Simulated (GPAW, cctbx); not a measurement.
# Ga3BAs4: the scripts behind a bonding study

Short scripts, each with its output. The cell is our own: ordered zincblende alloy in the eight-atom cube, 1 of 4 Ga sites given to B.

## 1. Build the all-electron density and subtract free atoms

```text
cell
1.0
     5.529932370    0.000000000    0.000000000
     0.000000000    5.529932370    0.000000000
     0.000000000    0.000000000    5.529932370
As Ga B
4 3 1
Direct
0.226905220 0.226905220 0.226905220
0.226905220 0.773094780 0.773094780
0.773094780 0.226905220 0.773094780
0.773094780 0.773094780 0.226905220
0.000000000 0.500000000 0.500000000
0.500000000 0.000000000 0.500000000
0.500000000 0.500000000 0.000000000
0.000000000 0.000000000 0.000000000
```

```python
import numpy as np
from ase.io import read
from ase.units import Bohr
from gpaw import GPAW, PW, FermiDirac
from gpaw.calculator import GPAW as OldGPAW
from gpaw.mpi import serial_comm, world
from scipy.special import erfc
from scipy.spatial import cKDTree

atoms = read("cell.vasp")
atoms.calc = GPAW(mode=PW(600), xc="PBE", kpts={"size": (4, 4, 4), "gamma": True},
                 occupations=FermiDirac(0.02), maxiter=160, symmetry={"tolerance": 1e-5}, txt="scf.txt")
atoms.get_potential_energy()
rho = atoms.calc.get_all_electron_density(gridrefinement=2)
moments = atoms.get_magnetic_moments() if atoms.calc.get_number_of_spins() == 2 else np.zeros(len(atoms))
total = atoms.get_magnetic_moment() if moments.any() else 0.0
if world.rank == 0:
    free = OldGPAW(mode=PW(600), xc="PBE", txt=None, communicator=serial_comm)
    neutral = atoms.copy()
    neutral.set_initial_magnetic_moments(None)
    free.initialize(neutral)
    free.set_positions(neutral)
    drho = rho - free.get_all_electron_density(gridrefinement=2)
    # GPAW starts from confined atoms: exchange their smooth part for that of the datasets' free atoms
    h = np.stack(np.meshgrid(*[np.fft.fftfreq(n, 1 / n) for n in drho.shape], indexing="ij"), -1)
    gabs = np.linalg.norm(h @ atoms.cell.reciprocal(), axis=-1)
    tails = np.fft.fftn(free.get_pseudo_density(gridrefinement=2))
    g, form, v0 = np.linspace(0, gabs.max(), 1500), {}, 0
    for e in set(atoms.symbols):
        idx = atoms.symbols.search(e)
        d = free.setups[idx[0]].data
        r, w = d.rgd.r_g * Bohr, d.rgd.r_g**2 * d.rgd.dr_g
        j0 = np.sinc(2 * g[:, None] * r)
        smooth = sum(f * p**2 for f, p in zip(d.f_j, d.phit_jg)) + np.sqrt(4 * np.pi) * d.nct_g
        full = sum(f * p**2 for f, p in zip(d.f_j, d.phi_jg)) + np.sqrt(4 * np.pi) * d.nc_g
        phase = sum(np.exp(-2j * np.pi * h @ s) for s in atoms.get_scaled_positions()[idx])
        tails -= np.interp(gabs, g, j0 @ (smooth * w)) * phase * drho.size / atoms.get_volume()
        form[e] = j0 @ (full * w)
        v0 += 2 * np.pi / 3 * 14.3996 * (full * w * r**2).sum() * len(idx)  # V A^3
    tails *= 0.5 * erfc((gabs - 1.8) / 0.25)  # the tails differ at long wavelengths alone
    drho += np.fft.ifftn(tails).real  # crystal minus superposed spherical free atoms
    np.save("drho.npy", drho)
    dv = atoms.get_volume() / drho.size
    print("grid", drho.shape, " electrons %.3f" % (rho.sum() * dv), " moved by bonding %.3f e" % (abs(drho).sum() * dv / 2))
    pts = np.indices(drho.shape).reshape(3, -1).T / drho.shape @ atoms.cell
    shifts = (np.indices((3, 3, 3)).reshape(3, -1).T - 1) @ atoms.cell
    images = (atoms.positions[None] + shifts[:, None]).reshape(-1, 3)
    dist, idx = cKDTree(images).query(pts, k=4)
    out = drho.ravel()[dist[:, 0] > 0.5]
    print("deformation density beyond 0.5 A of the nuclei: max %.3f, min %.3f e/A^3" % (out.max(), out.min()))
    tie = dist < dist[:, :1] + 1e-4
    q = -np.bincount((idx % len(atoms))[tie], (drho.ravel()[:, None] / tie.sum(1, keepdims=True) * tie)[tie], len(atoms)) * dv
    print("atom        x       y       z   Voronoi charge  moment")
    for a, s, c, m in zip(atoms, atoms.get_scaled_positions(), q, moments):
        print("%-2s%-3d %7.4f %7.4f %7.4f %10.3f %10.2f" % (a.symbol, a.index + 1, *s, c, m))
    np.savez("free.npz", g=g, **form)
    print("mean inner potential of superposed free atoms %.3f V" % (v0 / atoms.get_volume()))
    print("total magnetic moment %.3f muB" % total)
```

```console
$ OMP_NUM_THREADS=1 mpirun -n 4 gpaw python run.py > gpaw.log
```

```text
grid (64, 64, 64)  electrons 230.000  moved by bonding 1.841 e
deformation density beyond 0.5 A of the nuclei: max 0.162, min -0.065 e/A^3
atom        x       y       z   Voronoi charge  moment
As1    0.2269  0.2269  0.2269     -0.073       0.00
As2    0.2269  0.7731  0.7731     -0.073       0.00
As3    0.7731  0.2269  0.7731     -0.073       0.00
As4    0.7731  0.7731  0.2269     -0.073       0.00
Ga5    0.0000  0.5000  0.5000      0.125       0.00
Ga6    0.5000  0.0000  0.5000      0.125       0.00
Ga7    0.5000  0.5000  0.0000      0.125       0.00
B 8    0.0000  0.0000  0.0000     -0.083       0.00
mean inner potential of superposed free atoms 15.167 V
total magnetic moment 0.000 muB
```

Time: 20 s on 4 cores of Arm Neoverse N1 (shared host), peak memory 0.81 GiB.

## 2. Fourier-transform the difference

```python
from cctbx import adptbx, crystal, miller, xray
from cctbx.eltbx import tiny_pse
import numpy as np

cs = crystal.symmetry(unit_cell=(5.5299, 5.5299, 5.5299, 90, 90, 90), space_group_symbol='Hall: P -4 2 3')  # P-43m
atoms = [  # label, site, U (iso, or U11 U22 U33 U12 U13 U23 in A^2), occupancy
    ("As1", (0.22691, 0.22691, 0.22691), 0.0000, 1),
    ("Ga1", (0, 0.5, 0.5), 0.0000, 1),
    ("B1", (0, 0, 0), 0.0000, 1),
]
xs = xray.structure(crystal_symmetry=cs)
for label, site, u, occ in atoms:
    u = adptbx.u_cif_as_u_star(cs.unit_cell(), u) if isinstance(u, tuple) else u
    xs.add_scatterer(xray.scatterer(label, site=site, u=u, occupancy=occ))
xs.scattering_type_registry(table="wk1995")
drho = np.load("drho.npy")
T = np.array([[1, 0, 0], [0, 1, 0], [0, 0, 1]])  # conventional axes in terms of the primitive ones
dF = np.fft.ifftn(drho) * 169.10617  # electrons a conventional cell, indexed by primitive hkl
ms = miller.build_set(cs, anomalous_flag=False, d_min=0.9).sort("resolution")
iam = ms.structure_factors_from_scatterers(xs, algorithm="direct").f_calc()
p1 = xs.expand_to_p1()
z = np.array([tiny_pse.table(sc.scattering_type).atomic_number() for sc in p1.scatterers()])
x = np.array(p1.sites_frac())
free = np.load("free.npz")
print("static structure factors of the conventional cell: F in electrons, V (Mott-Bethe) in volts")
print("   h  k  l      d  |F| table  |F| free   |F| DFT   change   |V| free  |V| DFT  change %")
for h, d, table in list(zip(ms.indices(), ms.d_spacings().data(), iam.data()))[:26]:
    df = dF[tuple(np.rint(np.linalg.solve(T, h)).astype(int))]
    phase = np.exp(2j * np.pi * x @ h)
    f = sum(np.interp(1 / d, free["g"], free[sc.scattering_type]) * p for sc, p in zip(p1.scatterers(), phase))
    fz = (z * phase).sum()
    c = 14.3996 * d * d / (np.pi * cs.unit_cell().volume())
    v0, v1 = abs(fz - f) * c, abs(fz - f - df) * c
    print("%4d%3d%3d %7.4f %9.3f %9.3f %9.3f %8.3f %9.3f %8.3f %8s" % (h + (d, abs(table), abs(f), abs(f + df), abs(f + df) - abs(f), v0, v1, "%.1f" % (100 * (v1 / v0 - 1)) if v0 > 0.02 else "-")))
```

```console
$ python run.py
```

```text
static structure factors of the conventional cell: F in electrons, V (Mott-Bethe) in volts
   h  k  l      d  |F| table  |F| free   |F| DFT   change   |V| free  |V| DFT  change %
   0  1  0  5.5299     6.978     6.996     6.880   -0.116     0.066    0.031    -53.7
   0  1  1  3.9102    21.533    21.560    21.525   -0.036     0.697    0.711      2.1
   1  1  1  3.1927   136.722   136.825   137.513    0.689     6.779    6.589     -2.8
   0  2  0  2.7649    23.684    23.767    23.951    0.184     0.977    0.939     -3.9
   0  2  1  2.4730    36.660    36.631    36.489   -0.142     1.269    1.292      1.9
   1  2  1  2.2576    37.057    37.016    36.782   -0.235     1.362    1.391      2.1
   0  2  2  1.9551   160.064   159.690   159.383   -0.306     6.165    6.197      0.5
   1  2  2  1.8433    10.917    10.845    10.777   -0.068     0.289    0.298      3.2
   0  3  0  1.8433    60.262    60.086    59.879   -0.207     1.986    2.005      1.0
   0  3  1  1.7487    25.576    25.451    25.427   -0.024     0.712    0.714      0.3
   1  3  1  1.6673   104.096   103.746   103.289   -0.457     3.639    3.673      0.9
   2  2  2  1.5963    13.623    13.734    13.761    0.027     0.322    0.323      0.3
   0  3  2  1.5337    16.670    16.682    16.628   -0.054     0.679    0.682      0.5
   1  3  2  1.4779    25.843    25.744    25.769    0.025     0.761    0.760     -0.1
   0  4  0  1.3825   129.882   129.426   129.250   -0.176     4.091    4.100      0.2
   2  3  2  1.3412    49.509    49.337    49.391    0.054     1.384    1.381     -0.2
   0  4  1  1.3412     7.458     7.401     7.461    0.060     0.129    0.126     -2.3
   0  3  3  1.3034     2.703     2.664     2.702    0.038     0.006    0.008        -
   1  4  1  1.3034    46.095    45.959    45.959   -0.000     1.326    1.326      0.0
   1  3  3  1.2686    87.625    87.349    87.580    0.231     2.634    2.624     -0.4
   0  4  2  1.2365     6.728     6.767     6.675   -0.092     0.042    0.046      9.1
   1  4  2  1.2067    27.836    27.747    27.769    0.022     0.725    0.724     -0.1
   2  3  3  1.1790    33.972    33.872    33.923    0.051     0.893    0.891     -0.2
   2  4  2  1.1288   109.458   109.157   109.319    0.162     3.118    3.113     -0.2
   0  4  3  1.1060    40.881    40.771    40.826    0.055     1.053    1.052     -0.2
   0  5  0  1.1060    33.319    33.245    33.215   -0.030     0.939    0.940      0.1
```

Time: 0.54 s on 1 core of Arm Neoverse N1 (shared host), peak memory 0.08 GiB.

[Outputs are excerpts: Python notices, other lines and further rows are left out; steps that failed or that the build refused (PBEsol, TPSS) are not shown.]

[Logs are printed without paths, hosts, clocks, repeated set-up lines and the standing remarks that a program may print on its own settings, such as how far it seeks lower states.]
